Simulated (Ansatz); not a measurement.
# Dy2TeSe2: relaxing a made-up structure, part 2 of 2

Starting from a made-up structure for Dy2TeSe2, the aim is the relaxed cell, its shortest contacts and, where a second run follows, its electronic structure.

Ansatz 0.2.0; DFT, PBE, plane-wave PAW, default files, scalar-relativistic, ferromagnetic start, cell and ions relaxed at zero pressure (the session's first sound run).

So far, absolute magnetization (μB): step 2 (relaxing cell and atoms) 9.94. The relaxed cell has a, b, c = 4.303, 5.690, 13.394 Å (conventional setting).

In doubt: a part-filled 4f shell, where there is one, can sit in one of many states, so energies may not be the lowest and differences between runs may mislead; derivatives with an open 4f shell can jump between states, which bears on forces and vibrations.

## Step 3: Electronic structure of the relaxed cell

With the geometry fixed, one more self-consistent run, with a narrower smearing and the mesh shown in its input, gives the bands, and its pressure, and its forces where symmetry allows any, show how far the geometry depends on these settings.

This step: DFT, PBE, plane-wave PAW, default files, scalar-relativistic, ferromagnetic start, bands and density of states at the relaxed cell (Ansatz 0.2.0).

input.yaml

```yaml
crystal:
  lattice:
    - [-2.1516056096, 2.845111928, 6.696963563]
    - [2.1516056096, -2.845111928, 6.696963563]
    - [2.1516056096, 2.845111928, -6.696963563]
  atoms:
    - { symbol: Dy, position: [0.1664216388, 0.6664216388, 0.5], spin: 4.8 }
    - { symbol: Dy, position: [0.8335783612, 0.3335783612, 0.5], spin: 4.8 }
    - { symbol: Te, position: [0.0, 0.0, 0.0] }
    - { symbol: Se, position: [0.3077743831, 0.3077743831, 0.0] }
    - { symbol: Se, position: [0.6922256169, 0.6922256169, 0.0] }
magnetization:
  spin_polarized: true
kpoints:
  mp_grid: { grid: [10, 10, 10] }
  band_path:
    path:
      - [[0.0, 0.0, 0.0], [-0.27580533, 0.27580533, 0.27580533], [-0.4806839, 0.4806839, 0.07092676], [-0.5, 0.5, 0.0], [-0.75, 0.25, 0.25], [-0.5, 0.0, 0.5], [-0.72419467, -0.27580533, 0.72419467], [-0.5, -0.5, 0.5], [0.0, 0.0, 0.0], [-0.29512143, 0.29512143, -0.29512143], [-0.5, 0.0, 0.0], [-0.75, 0.25, 0.25]]
      - [[-0.5193161, 0.5193161, -0.07092676], [-0.29512143, 0.29512143, -0.29512143]]
      - [[-0.70487857, -0.29512143, 0.29512143], [-0.5, -0.5, 0.5]]
    npoints: 6
scf:
  occupations: { method: fermi_dirac, width: 0.03 }
  n_extra_bands: 14
hamiltonian:
  xc: pbe
  pseudopotentials: { kind: paw }
output:
  forces: true
  stress: true
  write_bands: true
  dos: { projected: true }
  write_density: true
  write_potential: true
  elf: true
  volumetric_format: npy
```

Launch:

```
$ ansatz run input.yaml --threads 4 --pin off --max-ram 10240MiB --backend cpu --events-out ev --progress --plain --runs-dir out
```

Numbers of over 12 decimals in the logs are rounded to 6 here.

What it wrote:

```text
Warning: the band count 58 (scf.n_extra_bands) hosts the net moment |M| = 9.6000 μB (N_el = 88) but caps the reachable moment at 2·n_bands − N_el = 28.0000 μB, below the 59 bands that the automatic rule leaves for it — a moment growing past the seed, or the majority channel's smearing tail, pins there with fewer empty majority states than that count leaves; raise or omit scf.n_extra_bands unless the cap is intended
Warning: where this run starts from atoms, the 4f shell of Dy (site 0, from 0) starts with a moment of 4.54 μB, by Hund's first rule and in the place of the 4.80 μB that the deck gives it, the electrons of either spin spread evenly over its orbitals. The first iterations hold it so, then one of them chooses the order of the orbitals in the run's own bands; that SCF has its whole band count from the start. From atoms the spins of two such shells start parallel, and a state with them opposed can lie lower; the other sense is tried behind the close alone, where the run goes by scf.lower_state_search: [rest of the remark cut]
[...]
Dy: projections on atomic orbitals take those of the free atom [Kr 4d10] 4f10 5s2 5p6 5d0 6s2, of charge +0.00 (hamiltonian.pseudopotentials.projection_atoms); the dataset's partial waves leave at most 3.1e-4 of an orbital's norm unspanned inside its sphere
[...]
Crystal: 5 atoms, lattice volume = 163.983 Å³
Basis set: ecut = 420 eV, 3241 PW (Γ), exchange–correlation on 108×108×108 points (8 copies of the dense FFT grid, shifted against one another)
Bands: 58, of which v1, the nominal top of the filled ones, is band 44 counted from 1 (43 counted from 0)
Symmetry: 8 space group operations
[...]
k-points: 171 of 1000
[...]
SCF iter   1: F=—  HF=-39159.038773 eV  |F-HF|=—  |Δ(HF+E_count)|=         —  Δρ=3.83e-2 (↑3.72e-2 ↓3.83e-2)  dr2=1.90e1  dr2_m=1.73e-2  M=9.340 μB ∫|m|=9.344 μB  β_m=0.30  ethr=3.10e-3  ⟨swp⟩=5.6  Hψ=66808  notcnv=0  defer=318
[...]
SCF iter   9: F=—  HF=-39136.018523 eV  |F-HF|=—  |Δ(HF+E_count)|=         —  Δρ=1.37e-2 (↑4.54e-4 ↓1.37e-2)  dr2=4.67e-2  dr2_m=7.09e-2  M=9.994 μB ∫|m|=10.007 μB  β_m=0.71  ethr=9.95e-6  ⟨swp⟩=2.4  Hψ=41479  notcnv=0  defer=1047
[...]
iteration 9: the lowest order of the open f orbitals that was found in this iteration's bands is taken; the next order that was found lies 10 meV over it there
SCF iter  10: F=—  HF=-39136.854763 eV  |F-HF|=—  |Δ(HF+E_count)|=         —  Δρ=5.68e-3 (↑4.30e-4 ↓5.68e-3)  dr2=2.56e-2  dr2_m=1.13e-2  M=9.985 μB ∫|m|=9.999 μB  β_m=0.71  ethr=9.95e-6  ⟨swp⟩=3.0  Hψ=41129  notcnv=0  defer=1049
[...]
SCF iter  21: F=-39136.962913 eV  HF=-39136.962913 eV  |F-HF|=1.55e-8  |Δ(HF+E_count)|=   1.22e-7  Δρ=5.71e-6 (↑8.80e-7 ↓5.71e-6)  dr2=3.59e-8  dr2_m=1.41e-8  M=9.979 μB ∫|m|=9.993 μB  ethr=1.92e-11  ⟨swp⟩=15.9  Hψ=160979  notcnv=0
SCF 1 converged in 21 iterations: F = -39136.962913 eV  dr2 = 3.59e-8
[...]
NSCF: frozen V_eff on 81 k-points
SCF converged after 21 iterations
Magnetization: 9.9793 μB (48.9897 up, 39.0103 down)
Absolute magnetization: 9.9842 μB (∫|ρ↑−ρ↓|, with the PAW one-centre terms)
[...]
Per-site moments (μB) at R_I (Å): [(4.768751, 1.182219), (4.768751, 1.182219), (0.094336, 1.277953), (0.068944, 1.182219), (0.068944, 1.182219)]
Free energy (F): -39136.962913 eV
[...]
Internal energy: -39136.941567 eV  (E = F + TS)
E sigma→0 (E₀):  -39136.952240 eV
Entropy (-TS):   -0.021347 eV (-4.269 meV/atom)
Fermi energy:    7.542818 eV
[...]
--- Forces (eV/Å), atoms counted from 1 ---
  atom   1  Dy     0.00000000     0.00000000    -0.00457679
  atom   2  Dy     0.00000000     0.00000000     0.00457679
  atom   3  Te     0.00000000     0.00000000     0.00000000
  atom   4  Se     0.00000000     0.00000000    -0.00505214
  atom   5  Se     0.00000000     0.00000000     0.00505214
  max |Σ_I F_I| component: 0.00e0 eV/Å
--- Stress (GPa, compression-positive) ---
       -0.074385       0.000000       0.000000
        0.000000      -0.093455       0.000000
        0.000000       0.000000       0.032378
  P = ⅓ Tr σ = -0.0452 GPa (-0.452 kbar)
--- Band table (eV; the first three rows and the last of 342) ---
  k-point 0 ↑: bands = [... 40 lower, 4.8567, 4.9047, 5.4415, 5.7009, 5.9364, 6.2762, 7.4641, 7.4960, ... 10 higher]
  k-point 1 ↑: bands = [... 40 lower, 4.8578, 4.9431, 5.4140, 5.5866, 5.8911, 6.2874, 6.9739, 7.3317, ... 10 higher]
  k-point 2 ↑: bands = [... 40 lower, 4.8692, 5.0571, 5.3830, 5.4637, 5.7128, 5.8669, 6.2558, 7.1185, ... 10 higher]
  k-point 170 ↓: bands = [... 40 lower, 7.6378, 7.9727, 8.1202, 8.2527, 8.3699, 8.4447, 8.4920, 8.5513, ... 10 higher]
```

Elapsed: 95 s, on 4 threads of Intel Xeon 6975P-C (Granite Rapids), shared host; peak memory 2.1 GiB; 6.2 min of CPU time.

Reading the cycles: dr2 is the Hartree energy of the density residual (eV), the measure of convergence; HF is the Harris–Foulkes estimate of the energy, which meets the free energy F at convergence.

Numbers from this step:

```
free energy             : -39136.9629 eV
energy at zero smearing : -39136.9522 eV
smearing term TS        : 0.02135 eV
Fermi energy            : 7.543 eV
magnetization           : 9.979 μB
absolute magnetization  : 9.984 μB
site moments            : 4.769, 4.769, 0.09434, 0.06894, 0.06894 μB
pressure                : -0.04515 GPa
```

bands.tsv at the labelled points (eV, zero at the Fermi level; the bands that come nearest the Fermi level along the path):

```
point  band_46_up  band_47_up  band_48_up  band_36_dn  band_37_dn  band_38_dn  band_39_dn  band_40_dn
    Γ       -0.08       -0.05        0.09       -0.31       -0.25       -0.02        0.39        0.53
    X       -1.04       -0.84       -0.35       -0.31       -0.21       -0.16        0.08        0.15
    L       -1.54       -1.54       -0.31       -0.31       -0.25       -0.23        0.01        0.07
    T       -1.85       -1.55       -0.27       -0.30       -0.26       -0.24        0.00        0.08
    W       -1.66       -1.66       -0.34       -0.32       -0.26       -0.24        0.01        0.04
    R       -1.23       -0.85       -0.39       -0.31       -0.20       -0.18        0.05        0.13
   X1       -1.04       -0.84       -0.35       -0.31       -0.21       -0.16        0.08        0.15
    Z       -0.83       -0.68       -0.53       -0.31       -0.06        0.04        0.07        0.09
    Γ       -0.08       -0.05        0.09       -0.31       -0.25       -0.02        0.39        0.53
    Y       -0.79       -0.55       -0.49       -0.31       -0.18        0.02        0.06        0.16
    S       -1.46       -0.48        0.00       -0.30       -0.21        0.03        0.07        0.26
    W       -1.66       -1.66       -0.34       -0.32       -0.26       -0.24        0.01        0.04
   L1       -1.54       -1.54       -0.31       -0.31       -0.25       -0.23        0.01        0.07
    Y       -0.79       -0.55       -0.49       -0.31       -0.18        0.02        0.06        0.16
   Y1       -0.79       -0.55       -0.49       -0.31       -0.18        0.02        0.06        0.16
    Z       -0.83       -0.68       -0.53       -0.31       -0.06        0.04        0.07        0.09
```

Spin density in the ac plane of the conventional cell at fractional y = 0.000, with atoms of Dy and Te and Se within 0.2 Å of it.

Ten even steps from '0' (0 e/Å³) to '9' (10 e/Å³), each cell a mean:
```
00000000000000
00000000000000
00000000000000
00000179400000
00000146200000
00000000000000
00000000000000
00000000000000
00000000000000
00000000000000
00000000000000
00000000000000
00000000000000
00000000000000
00000000000000
00000000000000
00000000000000
00000000000000
00000000000000
00000169300000
00000146200000
00000000000000
00000000000000
00000000000000
```
Columns run along a (4.3 Å), rows up along c (13.4 Å), edges of the conventional cell, whose origin can differ from the input's. Atoms in or near the plane, at fractional coordinates: Dy at (0.50, 0.17), Dy at (0.50, 0.83), Te at (0.00, 0.00), Se at (0.00, 0.31), Se at (0.00, 0.69).

Electrostatic potential energy in the ac plane of the conventional cell at fractional y = 0.000, with atoms of Dy and Te and Se within 0.2 Å of it. With pseudopotentials it is smooth inside the atoms' cores, unlike the true potential.

Values in eV, 24 rows by 14 columns, each cell a mean:
```
 12   9  -6  -4   7   9  10  10  10   9   3  -8   1  11
 -5  -5   0   5   6   5   3   3   4   6   6   3  -3  -5
  8   8   7   5  -3 -16 -27 -30 -23  -9   2   6   8   8
 11  10   7  -1 -20 -43 -49 -49 -48 -33 -10   4   8  10
 10   9   7   1 -15 -37 -47 -48 -44 -28  -6   5   8  10
 -3   0   4   6   2  -6 -15 -17 -11  -2   4   6   3  -2
 -3  -7  -9   2   8   8   7   7   7   8   6  -4 -10  -5
  2  -3 -10   0   9  11  11  11  11  10   6  -7  -8   0
 -8  -8  -1   7  11  12  13  13  13  12  10   4  -5  -8
  8   9  11  12  13  13  13  13  13  13  13  12  10   9
 13  13  13  13  13  13  13  13  13  13  13  13  13  13
 13  13  13  13  13  13  13  13  13  13  13  13  13  13
 13  13  13  13  13  13  13  13  13  13  13  13  13  13
 12  12  13  13  13  13  13  13  13  13  13  13  13  12
  3   5   9  11  12  13  13  13  13  13  12  10   7   4
 -6  -9  -6   5  10  12  12  12  12  12   9   0  -9  -7
  2  -2 -11  -1   9  10  10  10  10  10   6  -8  -8   1
 -7  -9  -6   4   7   6   4   3   5   7   6   0  -9  -8
  4   5   7   5  -2 -16 -27 -30 -23  -9   2   6   6   4
 11  10   7   0 -20 -42 -49 -49 -48 -33  -9   4   8  10
 11  10   7   1 -16 -37 -47 -48 -45 -28  -7   4   9  10
  5   6   7   6   2  -7 -15 -17 -12  -2   4   7   7   5
 -2  -5  -5   3   7   7   6   6   7   7   6  -1  -7  -3
 13  12  -3  -5   6  10  10  11  10   9   2  -9   6  13
```
Columns run along a (4.3 Å; values clipped at the 3rd and 97th percentile), rows up along c (13.4 Å), edges of the conventional cell, whose origin can differ from the input's. Atoms in or near the plane, at fractional coordinates: Dy at (0.50, 0.17), Dy at (0.50, 0.83), Te at (0.00, 0.00), Se at (0.00, 0.31), Se at (0.00, 0.69).

ELF in the ac plane of the conventional cell at fractional y = 0.000, with atoms of Dy and Te and Se within 0.2 Å of it. It is the smooth field of the valence electrons, not physical close to the nuclei.

Ten even steps from '_' (0.00) to '@' (0.79), each cell a mean:
```
..::++##%%++::..--##%%**==..
****####==::......--**####**
##**==::==########++----++##
::::..::##@@**==%%@@==....::
**++::::**@@%%**@@%%==::==++
@@@@%%++--==****++====**@@@@
++##@@@@##--____..==%%@@@@**
--**@@@@%%++..__::##@@@@%%==
@@@@@@@@##--____..++%%@@@@@@
@@@@##**--..______..==##%%@@
==--::..______________..----
____________________________
____________________________
**++==::____________..--==++
@@@@@@##==..______::**%%@@@@
##@@@@@@%%==..__::**%%@@@@%%
::++@@@@%%++..__::##@@@@%%--
##%%@@%%++::......--##@@@@%%
@@%%**====**%%%%##++--++%%@@
==--..::##@@**==%%@@==..::==
--::..::**@@%%**@@%%==..::--
####**==--++****++==--++####
==++####**--......==####**++
....==##%%**::..==##%%**--__
```
Columns run along a (4.3 Å), rows up along c (13.4 Å), edges of the conventional cell, whose origin can differ from the input's. Atoms in or near the plane, at fractional coordinates: Dy at (0.50, 0.17), Dy at (0.50, 0.83), Te at (0.00, 0.00), Se at (0.00, 0.31), Se at (0.00, 0.69).

## Step 4: What came out

```yaml
space_group_relaxed: Immm
conventional_cell: a = 4.303, b = 5.690, c = 13.394 Å; α = 90.0°, β = 90.0°, γ = 90.0°
volume_per_atom: 32.80 Å³ (guess 32.31)
total_moment: 9.94 μB in the cell of 5 atoms
```

What this shows: Dy2TeSe2 relaxes to Immm with a = 4.303, b = 5.690 and c = 13.394 Å. The guessed volume was near the relaxed one. The space group Immm was held in the relaxation, so the end point is a stationary structure within it and may be a saddle against distortions or other arrangements. The input starts from parallel moments, and no other start was typed. The f shell may be open and has no Hubbard U, so its place in energy and the volume are uncertain. The electronic state may lie above the lowest one. Bands cross the Fermi level, so it is a metal or semimetal at this level. Semilocal functionals can close a small real gap, so this isn't settled for compounds with anions. On the 10×10×10 mesh with the narrower smearing (relaxed on 8×8×8) the largest force component is 0.005 eV/Å and the largest stress component is 0.093 GPa, against the relaxation's thresholds of 0.015 eV/Å and 0.05 GPa. The cutoff wasn't tested. Spin-orbit coupling is left out, which can matter for elements this heavy. No dispersion term is used, so weakly bound directions may come out too long. Nothing here tests whether the compound is stable against decomposition.

[Logs are printed without paths, hosts, clocks, repeated set-up lines and the standing remarks that a program may print on its own settings, such as how far it seeks lower states.]

[Hosts, paths, dates, database ids (printed as entryN), source tags and the programs' standing remarks are cut or masked in the printed files.]
